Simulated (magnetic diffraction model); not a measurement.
# Which magnetic order? HoAl₂Hg₂

Space group I4/mmm (no. 139), a = 4.4620 Å, c = 11.5120 Å.

| site | atom | x | y | z |
| --- | --- | --- | --- | --- |
| 4e | Hg | 1/2 | 1/2 | 0.1226 |
| 2a | Ho | 0 | 0 | 0 |
| 4d | Al | 1/2 | 0 | 1/4 |

The compound is invented for this exercise: a known structure type with other elements, its cell scaled to their sizes and not relaxed.

Only Ho is taken to order (form factors of Ho3+); orders and moment sizes are assumed, and not adapted to the symmetry. Radiation: neutrons of λ = 2.41 Å, 3° to 100°; isotropic B of 0.29 Å² (Hg), 0.33 Å² (Ho) and 0.37 Å² (Al). The intensities are simulated: I ∝ L Σ (|F_N|² + |F_M⊥|²) for unpolarised neutrons, with F_M = 2.695 fm/μB × Σ f(s) S exp(2πi Q·r) exp(−B s²) at Q = H ± k (one set where k and −k are equivalent), only the part normal to Q counting and L = 1/(sin²θ cos θ). For a modulated order the moment at position r is S exp(−2πi k·r) + c.c., with S = m/2 for a sine wave of amplitude m and S = m(u + iv)/2 for moments turning in a plane, u and v being orthogonal unit vectors in it; the phase factor of the sum at Q = H + k is then exp(2πi H·r). Form factors are spin-only for 3d ions and dipole or tabulated for f ions, scattering lengths are Sears's of 1992, and absorption is left out. A label names one of the reflections at its angle. The strongest nuclear line in the range is 100, and lines under 0.2 are left out.

Above the ordering temperature:

```
2θ (°)    index      I
 24.17  (0 0 2)    0.5
 33.67  (1 0 1)   32.4
 44.91  (1 1 0)   64.6
 48.94  (1 0 3)  100.0
 49.50  (0 0 4)    4.2
 51.64  (1 1 2)   35.4
 65.38  (2 0 0)   80.7
 69.04  (1 1 4)   54.0
 70.80  (2 0 2)    0.3
 72.16  (1 0 5)   64.4
 75.59  (2 1 1)   17.1
 85.79  (2 1 3)   89.2
 86.22  (2 0 4)    7.8
 94.62  (1 1 6)   10.2
 99.61  (2 2 0)   51.0
```

Below it (cell unchanged):

```
2θ (°)      I
 10.33   72.5
 24.04   19.5
 24.17    0.5
 26.34    3.4
 33.67   32.4
 35.31   20.7
 37.88   10.1
 42.44    2.0
 44.05    6.8
 44.91   64.6
 45.44    9.7
 48.94  100.0
 49.50    4.2
 50.16    5.0
 50.72    0.2
 51.64   35.4
 53.50    7.3
 57.08    2.4
 59.52    9.5
 63.98    2.5
 64.72    6.2
 65.38   80.7
 66.40    3.0
 67.21    0.3
 69.04   54.0
 70.74    5.2
 70.80    0.3
 71.78    4.5
 72.16   64.4
 73.14    1.1
 75.42    3.4
 75.59   17.1
 75.86    3.7
 78.12    1.1
 78.88    0.7
 81.11    3.1
```
(The table stops after 36 lines; 16 more lie at higher angle.)

**Question.** Check that the new lines index with k = (1/3 0 0), then choose among these models:
A. moments turning in the plane of [010] and [001], 7.2 μB on Ho
B. moments turning in the plane of [001] and [100], 7.2 μB on Ho
C. moments turning in the plane of [100] and [010], 7.2 μB on Ho
D. a sine wave with moments along [001] (amplitudes given), 7.2 μB on Ho

The new lines index as (1/3 0 0) at 10.33°, (2/3 0 1) at 24.04°, (1/3 0 2) at 26.34° and (1/3 1 1) at 35.31°, that is as H ± k with k = (1/3 0 0), one of 2 inequivalent arms of its star (k and −k counted as one), which a powder can't tell apart. Satellites come in pairs about each point of the reciprocal lattice.

Magnetic intensity, observed (below minus above) and for each model:

| 2θ (°) | index | observed | A | B | C | D |
| --- | --- | --- | --- | --- | --- | --- |
| 10.33 | (1/3 0 0) | 72.5 | 145.0 | 72.5 | 72.5 | 72.5 |
| 24.04 | (2/3 0 1) | 19.5 | 45.7 | 26.1 | 32.7 | 19.5 |
| 26.34 | (1/3 0 2) | 3.4 | 25.0 | 21.6 | 39.9 | 3.4 |
| 35.31 | (1/3 1 1) | 20.7 | 25.6 | 42.1 | 26.3 | 20.7 |
| 42.44 | (2/3 0 3) | 2.0 | 9.9 | 8.0 | 14.0 | 2.0 |
| 45.44 | (2/3 1 2) | 9.7 | 16.8 | 20.5 | 17.8 | 9.7 |
| 50.16 | (1/3 1 3) | 5.0 | 11.6 | 15.7 | 17.3 | 5.0 |
| 50.72 | (1/3 0 4) | 0.2 | 5.7 | 5.4 | 10.6 | 0.2 |

Model D matches.

The structure used: k = (1/3 0 0), a sine wave with moments along [001] (amplitudes given), 7.2 μB on Ho.

[Logs are printed without paths, hosts, clocks, repeated set-up lines and the standing remarks that a program may print on its own settings, such as how far it seeks lower states.]
